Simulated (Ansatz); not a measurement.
# Site preference of a vacancy of C in (8,8) carbon nanotube bundle (192 atoms), part 2 of 3

At which site of (8,8) carbon nanotube bundle (192 atoms) does a vacancy of C cost least, and what about the site decides it?

Ansatz 0.2.0; Kohn-Sham DFT, PBEsol, PAW (set soft_2), plane waves.

The cell: 192 C. Sampling is at Γ alone, for a cell whose shortest periodic width is 12 Å.

So far. Step 2 (Single point at the start): The r.m.s. force at the start is 3.3 eV/Å. Step 3 (Relaxation): The relaxation converged after 5 steps, 36.0 eV below its start, with a largest force component of 0.043 eV/Å.

## (4) Single point at the relaxed geometry

One more single point at the end of the walk gives the fuller output and checks the residual forces.

input.yaml

```yaml
crystal:
  lattice:
    - [14.15015, 0.0, 0.0]
    - [-7.07508, 12.25439, 0.0]
    - [0.0, 0.0, 14.76]
  atoms:
    - { symbol: C, position: [0.40989, 0.05864, 0.08376] }
    - { symbol: C, position: [0.42881, 0.1158, 0.00042] }
    - { symbol: C, position: [0.44379, 0.22244, 0.00038] }
    - { symbol: C, position: [0.43981, 0.27087, 0.08366] }
    - { symbol: C, position: [0.40935, 0.35211, 0.08371] }
    - { symbol: C, position: [0.38362, 0.38449, 0.00038] }
    [... 180 atom lines left out ...]
    - { symbol: C, position: [0.00036, 0.61694, 0.00044] }
    - { symbol: C, position: [0.05848, 0.64959, 0.91711] }
    - { symbol: C, position: [0.17006, 0.73097, 0.91709] }
    - { symbol: C, position: [0.22244, 0.77929, 0.83375] }
    - { symbol: C, position: [0.314, 0.88602, 0.00044] }
    - { symbol: C, position: [0.35227, 0.94323, 0.91708] }
kpoints:
  mp_grid: { grid: [1, 1, 1] }
hamiltonian:
  xc: pbesol
scf:
  occupations: { method: gaussian, width: 0.05 }
output:
  forces: true
  stress: true
  populations: intrinsic
  dos:
    method: { smearing: { sigma: 0.08 } }
    de: 0.1
    projected: { site_lists: { C: [C] } }
  eigenvalues: true
  write_density: true
  write_potential: true
  volumetric_format: npy
```

On the command line:

```console
> ansatz run input.yaml --threads 8 --pin off --max-ram 15872MiB --backend cpu --events-out ev --progress --plain --runs-dir out
```

The log of the run:

```text
[...]
Crystal: 192 atoms, lattice volume = 2559.406 Å³
Basis set: ecut = 420 eV, 49963 PW (Γ), exchange–correlation on 192×192×200 points (8 copies of the dense FFT grid, shifted against one another)
Bands: 576, of which v1, the nominal top of the filled ones, is band 384 counted from 1 (383 counted from 0)
Symmetry: 1 space group operations
[...]
k-points: 1
[...]
SCF iter   1: F=—  HF=-47350.181754 eV  |F-HF|=—  |Δ(HF+E_count)|=         —  Δρ=4.26e-3  dr2=8.47e-1  ethr=1.77e-3  ⟨swp⟩=7.0  Hψ=2658  notcnv=0  defer=141
[...]
SCF iter  10: F=-47350.203876 eV  HF=-47350.203876 eV  |F-HF|=1.04e-7  |Δ(HF+E_count)|=   2.74e-7  Δρ=1.21e-6  dr2=2.38e-8  ethr=1.30e-11  ⟨swp⟩=34.0  Hψ=7149  notcnv=0
SCF 1 converged in 10 iterations: F = -47350.203876 eV  dr2 = 2.38e-8
[...]
WARN: The output density's exchange-correlation potential varies sharply where the density is thin. Do not read a vacuum level from v_tot or v_xc, or from such a field of the output density. On a cell that repeats whose density bears no net charge and no dipole along the vacuum's axis use v_es (v_loc + v_h of the components); [...]
SCF converged after 10 iterations
Free energy (F): -47350.203876 eV
[...]
Internal energy: -47350.203876 eV  (E = F + TS)
E sigma→0 (E₀):  -47350.203876 eV
Entropy (-TS):   -0.000000 eV (-0.000 meV/atom)
Fermi energy:    3.158691 eV
[...]
--- Forces (eV/Å), atoms counted from 1 ---
  atom   1  C     -0.00382264    -0.00979016     0.00254581
  atom   2  C     -0.00942495     0.02029068    -0.01061685
  atom   3  C     -0.00249069    -0.01061970    -0.00722024
  atom   4  C     -0.00475918    -0.00454854     0.02047033
  atom   5  C      0.00429369    -0.00599276     0.00161548
  atom   6  C      0.00666359    -0.00649719    -0.00516957
  atom   7  C     -0.00759815    -0.00524741    -0.00191378
  atom   8  C     -0.01497269    -0.00178299     0.01222729
  atom   9  C      0.00672576    -0.00432074    -0.01356636
  atom  10  C      0.01309289    -0.00203309     0.00666910
  atom  11  C      0.00512397     0.00137063     0.00156383
  atom  12  C     -0.00285315    -0.01128333    -0.00535704
  atom  13  C      0.00284123     0.00113127    -0.01628530
  atom  14  C      0.00117941     0.00207221    -0.00102283
[...]
atom 191  C     -0.00708764    -0.00299376    -0.01025175
  atom 192  C     -0.00158352     0.00113993    -0.00534104
  max |Σ_I F_I| component: 5.84e-6 eV/Å
--- Stress (GPa, compression-positive) ---
        0.352968       0.002564      -0.011954
        0.002564       0.537940       0.003222
       -0.011954       0.003222       0.756882
  P = ⅓ Tr σ = 0.5493 GPa (5.493 kbar)
--- Band table (eV) ---
[...]
--- intrinsic populations: 192 sites ---
  site symbol       q [e]
     0      C      4.0008
     1      C      3.9999
     2      C      4.0001
[...]
191      C      4.0007
  spilling = -0.000000 (of n_electrons = 768.000000)
```

Wall time 45 s (8 threads of Arm Neoverse V2, shared host); peak memory 3.8 GiB; 5.6 min of CPU time.

The program notes that the exchange-correlation potential is rough where the density is thin.

Numbers from this run:

```
free energy            : -47350.2039 eV
free energy per atom   : -246.6156 eV/atom
SCF cycles             : 10
pressure               : 0.5493 GPa
r.m.s. force component : 0.01041 eV/Å
longest force          : 0.04444 eV/Å
Fermi energy           : 3.159 eV
```

Intrinsic-atomic-orbital charges by element and coordination:

| element | coordination | atoms | mean charge (e) | spread | least | most |
| --- | --- | --- | --- | --- | --- | --- |
| C | all | 192 | 0 | 8.0e-4 | -0.0016 | 0.0015 |

States in the cell by windows of 1 eV, zero at the Fermi level; the larger projections on atomic orbitals stand beside the total:

| from (eV) | to (eV) | total | C p | C s |
| --- | --- | --- | --- | --- |
| -14 | -13 | 18.0 | 10.2 | 7.6 |
| -13 | -12 | 34.6 | 22.2 | 12.0 |
| -12 | -11 | 35.8 | 24.2 | 11.2 |
| -11 | -10 | 36.2 | 27.8 | 8.1 |
| -10 | -9 | 27.3 | 20.9 | 6.2 |
| -9 | -8 | 44.0 | 38.2 | 5.4 |
| -8 | -7 | 66.6 | 60.1 | 5.5 |
| -7 | -6 | 76.2 | 72.7 | 2.8 |
| -6 | -5 | 80.8 | 77.6 | 2.6 |
| -5 | -4 | 57.4 | 56.0 | 1.1 |
| -4 | -3 | 35.3 | 35.1 | 0.1 |
| -3 | -2 | 59.4 | 59.1 | 0.2 |
| -2 | -1 | 8.5 | 8.4 | 0.0 |
| -1 | 0 | 11.9 | 11.8 | 0.0 |
| 0 | 1 | 7.4 | 7.3 | 0.0 |
| 1 | 2 | 37.9 | 36.2 | 0.3 |
| 2 | 3 | 31.5 | 30.2 | 0.2 |
| 3 | 4 | 27.2 | 20.2 | 0.3 |
| 4 | 5 | 38.3 | 18.9 | 0.9 |

The curve was stored every 0.100 eV, coarse against its broadening of 0.08 eV, so these counts are rough.

Between -20 and -14 eV lie 176 more states.

The levels nearest the highest filled one (over half full), pooled over k-points and spins:

| level less the highest filled one (eV) | occupation |
| --- | --- |
| -0.695 | 2 |
| -0.694 | 2 |
| -0.688 | 2 |
| -0.688 | 2 |
| -4.0e-4 | 2 |
| 0 | 2 |
| 0.362 | 0 |
| 0.363 | 0 |
| 1.12 | 0 |
| 1.12 | 0 |
| 1.41 | 0 |
| 1.41 | 0 |

Valence density in the ca plane at fractional y = 0.430, with atoms of C within 0.2 Å of it. It is the smooth field of the valence electrons, not physical close to the nuclei.

Ten even steps from '0' (0.0 e/Å³) to '9' (1.9 e/Å³), each cell a mean:
```
111111111111111111111111111111111111111111
000000000000000000000000000000000000000000
000000000000000000000000000000000000000000
000000000000000000000000000000000000000000
000000000000000000000000000000000000000000
000000000000000000000000000000000000000000
000000000000000000000000000000000000000000
000000000000000000000000000000000000000000
000000000000000000000000000000000000000000
000000000000000000000000000000000000000000
000000000000000000000000000000000000000000
000000000000000000000000000000000000000000
111111111111111111111111111111111111111111
332112333211233321123332112333211233321123
641012564111256410125641012564111256410125
962114796211379621137962114796211379621137
997668999766899976689997668999766899976689
468997546899754689975468997546899754689975
125983112598311259831125983112598311259831
247985324798532479853247985324798532479853
899889989988998998899899889989988998998899
974225897322589742258974225897322589732258
741012674101267410125741012574101267410125
532112453211244321124532112453211244321124
```
Columns run along c (14.8 Å), rows up along a (14.2 Å). Atoms in or near the plane, at fractional coordinates: C at (0.00, 0.31), C at (0.08, 0.27), C at (0.08, 0.17), C at (0.17, 0.12), C at (0.17, 0.31), C at (0.25, 0.27), C at (0.25, 0.17), C at (0.33, 0.12), C at (0.33, 0.31), C at (0.42, 0.27), C at (0.42, 0.17), C at (0.50, 0.12), C at (0.50, 0.31), C at (0.58, 0.27) and more.

Electrostatic potential energy in the ca plane at fractional y = 0.430, with atoms of C within 0.2 Å of it. With pseudopotentials it is smooth inside the atoms' cores, unlike the true potential.

Ten even steps from '0' (-60 eV) to '9' (7 eV), each cell a mean:
```
899999989999998999999899999989999998999999
999999999999999999999999999999999999999999
999999999999999999999999999999999999999999
999999999999999999999999999999999999999999
999999999999999999999999999999999999999999
999999999999999999999999999999999999999999
999999999999999999999999999999999999999999
999999999999999999999999999999999999999999
999999999999999999999999999999999999999999
999999999999999999999999999999999999999999
999999999999999999999999999999999999999999
999999999999999999999999999999999999999999
999999999999999999999999999999999999999999
789998778999877899987789998778999877899987
679998667999866799986679998667999866799986
368997436899743589974368997436899743589974
036555103655610365551036555103655610365551
673006767300676740157673006767300676740157
987458998745899874589987458998745899874589
884016888411688840268884016888411688840268
145235314523521452353145235314523521452353
048886204888721488872048886204888721488872
689998768999876899987689998768999876899987
579998657999865799986579998657999865799986
```
Columns run along c (14.8 Å; values clipped at the 3rd and 97th percentile), rows up along a (14.2 Å). Atoms in or near the plane, at fractional coordinates: C at (0.00, 0.31), C at (0.08, 0.27), C at (0.08, 0.17), C at (0.17, 0.12), C at (0.17, 0.31), C at (0.25, 0.27), C at (0.25, 0.17), C at (0.33, 0.12), C at (0.33, 0.31), C at (0.42, 0.27), C at (0.42, 0.17), C at (0.50, 0.12), C at (0.50, 0.31), C at (0.58, 0.27) and more.

No gap is quoted: a carbon tube of such indices can be metallic, and the k-points needn't hold the crossing of its bands. Intrinsic-atomic-orbital charges run from -0.00 to +0.00 e. Within 0.4 eV of the Fermi level the largest share is C p (100 % of the projected weight).

## (5) Vacancy of C, site C1

The site has 3 bonded neighbours (C3) at 1.42 Å on average, by cutoffs that count no bonds between two metal atoms or like ions. The change is made in the relaxed cell and the atoms are relaxed again.

input.yaml

```yaml
crystal:
  lattice:
    - [14.15015, 0.0, 0.0]
    - [-7.07508, 12.25439, 0.0]
    - [0.0, 0.0, 14.76]
  atoms:
    - { symbol: C, position: [0.42881, 0.1158, 0.00042] }
    - { symbol: C, position: [0.44379, 0.22244, 0.00038] }
    - { symbol: C, position: [0.43981, 0.27087, 0.08366] }
    - { symbol: C, position: [0.40935, 0.35211, 0.08371] }
    [... atom lines 5 to 191 left out ...]
kpoints:
  mp_grid: { grid: [1, 1, 1] }
hamiltonian:
  xc: pbesol
scf:
  occupations: { method: gaussian, width: 0.05 }
output:
  forces: true
  eigenvalues: true
relax:
  f_tol: 0.05
  max_steps: 90
```

The log of the run:

```text
[...]
Crystal: 191 atoms, lattice volume = 2559.406 Å³
Basis set: ecut = 420 eV, 49963 PW (Γ), exchange–correlation on 192×192×200 points (8 copies of the dense FFT grid, shifted against one another)
Bands: 573, of which v1, the nominal top of the filled ones, is band 382 counted from 1 (381 counted from 0)
Symmetry: 1 space group operations
[...]
k-points: 1
[...]
SCF iter   1: F=—  HF=-47095.513557 eV  |F-HF|=—  |Δ(HF+E_count)|=         —  Δρ=6.10e-3  dr2=1.99e0  ethr=1.77e-3  ⟨swp⟩=8.0  Hψ=2891  notcnv=0  defer=143
[...]
SCF iter  15: F=—  HF=-47095.408054 eV  |F-HF|=—  |Δ(HF+E_count)|=   1.98e-5  Δρ=5.28e-5  dr2=1.35e-4  ethr=1.61e-7  ⟨swp⟩=2.0  Hψ=393  notcnv=0  defer=179
SCF iter  16: F=-47095.408007 eV  HF=-47095.408057 eV  |F-HF|=5.01e-5  |Δ(HF+E_count)|=   2.23e-6  Δρ=3.67e-5  dr2=6.22e-5  ethr=8.18e-9  ⟨swp⟩=26.0  Hψ=5054  notcnv=0
SCF 1 converged in 16 iterations: F = -47095.408007 eV  dr2 = 6.22e-5
[...]
relax step   1: F+E_penalty+E_count = -47095.40800651 eV  Δ(F+E_penalty+E_count) = +0.000e0 eV  max|allowed force component| = 1.952e0 eV/Å  Δτ_max = 0.0000 Å  (16 SCF iters, dr2 threshold 6.25e-5 eV, accepted)
[...]
relax step   2: F+E_penalty+E_count = -47095.76500736 eV  Δ(F+E_penalty+E_count) = -3.570e-1 eV  max|allowed force component| = 9.957e-1 eV/Å  Δτ_max = 0.0921 Å  (9 SCF iters, dr2 threshold 1.00e-4 eV, accepted)
[...]
relax step   3: F+E_penalty+E_count = -47095.99172921 eV  Δ(F+E_penalty+E_count) = -2.267e-1 eV  max|allowed force component| = 5.327e-1 eV/Å  Δτ_max = 0.1949 Å  (11 SCF iters, dr2 threshold 6.20e-5 eV, accepted)
relax step   4: F+E_penalty+E_count = -47096.03102485 eV  Δ(F+E_penalty+E_count) = -3.930e-2 eV  max|allowed force component| = 5.042e-1 eV/Å  Δτ_max = 0.0806 Å  (9 SCF iters, dr2 threshold 7.39e-5 eV, accepted)
relax step   5: F+E_penalty+E_count = -47096.08402194 eV  Δ(F+E_penalty+E_count) = -5.300e-2 eV  max|allowed force component| = 7.402e-1 eV/Å  Δτ_max = 0.0729 Å  (8 SCF iters, dr2 threshold 7.28e-5 eV, accepted)
relax step   6: F+E_penalty+E_count = -47096.26675376 eV  Δ(F+E_penalty+E_count) = -1.827e-1 eV  max|allowed force component| = 1.522e0 eV/Å  Δτ_max = 0.0979 Å  (7 SCF iters, dr2 threshold 1.00e-4 eV, accepted)
relax step   7: F+E_penalty+E_count = -47096.65621502 eV  Δ(F+E_penalty+E_count) = -3.895e-1 eV  max|allowed force component| = 2.082e0 eV/Å  Δτ_max = 0.1361 Å  (8 SCF iters, dr2 threshold 1.00e-4 eV, accepted)
relax step   8: F+E_penalty+E_count = -47097.04200200 eV  Δ(F+E_penalty+E_count) = -3.858e-1 eV  max|allowed force component| = 1.665e0 eV/Å  Δτ_max = 0.1159 Å  (8 SCF iters, dr2 threshold 1.00e-4 eV, accepted)
relax step   9: F+E_penalty+E_count = -47097.08884840 eV  Δ(F+E_penalty+E_count) = -4.685e-2 eV  max|allowed force component| = 2.514e0 eV/Å  Δτ_max = 0.1948 Å  (6 SCF iters, dr2 threshold 1.00e-4 eV, accepted)
relax step  10: F+E_penalty+E_count = -47097.23206776 eV  Δ(F+E_penalty+E_count) = -1.432e-1 eV  max|allowed force component| = 1.012e0 eV/Å  Δτ_max = 0.1100 Å  (7 SCF iters, dr2 threshold 1.00e-4 eV, accepted)
relax step  11: F+E_penalty+E_count = -47097.27907048 eV  Δ(F+E_penalty+E_count) = -4.700e-2 eV  max|allowed force component| = 2.479e-1 eV/Å  Δτ_max = 0.0391 Å  (7 SCF iters, dr2 threshold 1.00e-4 eV, accepted)
relax step  12: F+E_penalty+E_count = -47097.28223724 eV  Δ(F+E_penalty+E_count) = -3.167e-3 eV  max|allowed force component| = 2.537e-1 eV/Å  Δτ_max = 0.0254 Å  (7 SCF iters, dr2 threshold 3.84e-6 eV, accepted)
relax step  13: F+E_penalty+E_count = -47097.28561116 eV  Δ(F+E_penalty+E_count) = -3.374e-3 eV  max|allowed force component| = 2.427e-2 eV/Å  Δτ_max = 0.0083 Å  (6 SCF iters, dr2 threshold 4.02e-6 eV, accepted)
[...]
relax step  14: F+E_penalty+E_count = -47097.28561239 eV  Δ(F+E_penalty+E_count) = -1.230e-6 eV  max|allowed force component| = 2.428e-2 eV/Å  Δτ_max = 0.0000 Å  (5 SCF iters, accepted)
SCF converged after 5 iterations
Free energy (F): -47097.285612 eV
[...]
Internal energy: -47097.281887 eV  (E = F + TS)
E sigma→0 (E₀):  -47097.283750 eV
Entropy (-TS):   -0.003725 eV (-0.020 meV/atom)
Fermi energy:    3.059853 eV
[...]
Σ components = -47097.285612   (vs F -47097.285612, Δ=0.00e0)
--- Forces (eV/Å), atoms counted from 1 ---
  atom   1  C      0.01504219    -0.01192757    -0.01951714
  atom   2  C     -0.01100131     0.00997995     0.01071023
  atom   3  C      0.01133912    -0.00860022    -0.00799206
  atom   4  C     -0.00296654     0.00140755     0.00798202
[...]
atom 191  C     -0.00119045     0.00934861     0.00463126
  max |Σ_I F_I| component: 3.12e-5 eV/Å
--- Band table (eV) ---
[...]
--- Relaxed structure (14 steps of the walk, 14 accepted, 0 SCFs on fresh bases) ---
  F+E_penalty+E_count = -47097.28561239 eV   max|allowed force component| = 2.428e-2 eV/Å
  atoms:
    - { symbol: C, position: [0.399923, 0.080880, 0.00956556] }
    - { symbol: C, position: [0.416098, 0.190433, 0.00921657] }
    - { symbol: C, position: [0.426335, 0.253846, 0.087847] }
    - { symbol: C, position: [0.397532, 0.335668, 0.087308] }
[...]
- { symbol: C, position: [0.355640, 0.934762, 0.911281] }
```

It took 6.3 min on 8 threads; peak memory 3.8 GiB.

The relaxation converged after 14 steps, 1.88 eV below its start, with a largest force component of 0.024 eV/Å.

Local excerpt of 11 atoms (numbers count through the whole input) about the place of the removed atom, after relaxation; x, y, z are measured from there.

| atom | x | y | z | distance (Å) | bonds |
| --- | --- | --- | --- | --- | --- |
| C31 | -0.33 | -1.09 | -0.26 | 1.16 | 3 |
| C1 | -0.30 | 0.27 | -1.10 | 1.17 | 3 |
| C33 | 0.28 | 0.93 | 1.33 | 1.64 | 2 |
| C30 | -0.44 | -1.74 | 1.07 | 2.09 | 3 |
| C2 | -0.84 | 1.62 | -1.10 | 2.13 | 3 |
| C160 | 0.07 | -0.13 | -2.44 | 2.44 | 3 |
| C190 | -0.21 | -2.07 | -1.29 | 2.45 | 3 |
| C34 | -0.54 | 2.04 | 1.29 | 2.47 | 3 |
| C32 | 0.25 | 0.16 | 2.47 | 2.49 | 3 |
| C3 | -1.15 | 2.39 | 0.06 | 2.65 | 3 |
| C63 | -0.07 | -1.22 | 2.37 | 2.67 | 3 |

The largest move is 0.53 Å, by C31.

## (6) Vacancy of C, site C140

The site has 3 bonded neighbours (C3) at 1.42 Å on average. 

Input and log are left out; they have the form of those shown for this kind of step.

Elapsed: 5.6 min, on 8 threads of Arm Neoverse V2, shared host; peak memory 3.8 GiB.

The relaxation converged after 12 steps, 1.87 eV below its start, with a largest force component of 0.015 eV/Å.

Local excerpt of 11 atoms (numbers count through the whole input) about the place of the removed atom, after relaxation; x, y, z are measured from there.

| atom | x | y | z | distance (Å) | bonds |
| --- | --- | --- | --- | --- | --- |
| C139 | 0.35 | -0.04 | -1.09 | 1.15 | 3 |
| C140 | -0.59 | -1.01 | -0.26 | 1.20 | 3 |
| C170 | 0.42 | 0.82 | 1.34 | 1.63 | 2 |
| C106 | 1.69 | 0.54 | -1.10 | 2.08 | 3 |
| C141 | -0.96 | -1.56 | 1.07 | 2.13 | 3 |
| C138 | 1.78 | 1.05 | 1.30 | 2.44 | 3 |
| C108 | -0.19 | -0.06 | -2.44 | 2.45 | 3 |
| C171 | -0.10 | 0.25 | 2.48 | 2.49 | 3 |
| C110 | -1.37 | -1.63 | -1.29 | 2.49 | 3 |
| C137 | 2.45 | 0.88 | 0.06 | 2.61 | 3 |
| C172 | -0.86 | -0.94 | 2.37 | 2.69 | 3 |

The largest move is 0.52 Å, by C139.

## (7) Vacancy of C, site C68

The site has 3 bonded neighbours (C3) at 1.42 Å on average. 

Input and log are left out; they have the form of those shown for this kind of step.

Wall time 7.2 min (8 threads of Arm Neoverse V2, shared host); peak memory 3.8 GiB; 55 min of CPU time.

The relaxation converged after 15 steps, 1.87 eV below its start, with a largest force component of 0.024 eV/Å.

Local excerpt of 11 atoms (numbers count through the whole input) about the place of the removed atom, after relaxation; x, y, z are measured from there.

| atom | x | y | z | distance (Å) | bonds |
| --- | --- | --- | --- | --- | --- |
| C67 | 0.01 | -0.35 | -1.09 | 1.14 | 3 |
| C68 | -0.99 | 0.58 | -0.26 | 1.18 | 3 |
| C98 | 0.87 | -0.40 | 1.33 | 1.64 | 2 |
| C66 | 0.57 | -1.68 | -1.10 | 2.09 | 3 |
| C101 | -1.53 | 0.96 | 1.07 | 2.10 | 3 |
| C97 | 1.06 | -1.77 | 1.29 | 2.43 | 3 |
| C36 | -0.02 | 0.20 | -2.44 | 2.44 | 3 |
| C69 | -1.62 | 1.35 | -1.30 | 2.47 | 3 |
| C99 | 0.31 | 0.13 | 2.47 | 2.49 | 3 |
| C65 | 0.89 | -2.45 | 0.06 | 2.61 | 3 |
| C100 | -0.89 | 0.87 | 2.37 | 2.68 | 3 |

The largest move is 0.52 Å, by C98.

(Continued in part 3 of 3.)

[Long decimals in the printed logs are rounded to 6 places.]

[Logs are printed without paths, hosts, clocks, repeated set-up lines and the standing remarks that a program may print on its own settings, such as how far it seeks lower states.]

[Hosts, paths, dates, database ids (printed as entryN), source tags and the programs' standing remarks are cut or masked in the printed files.]
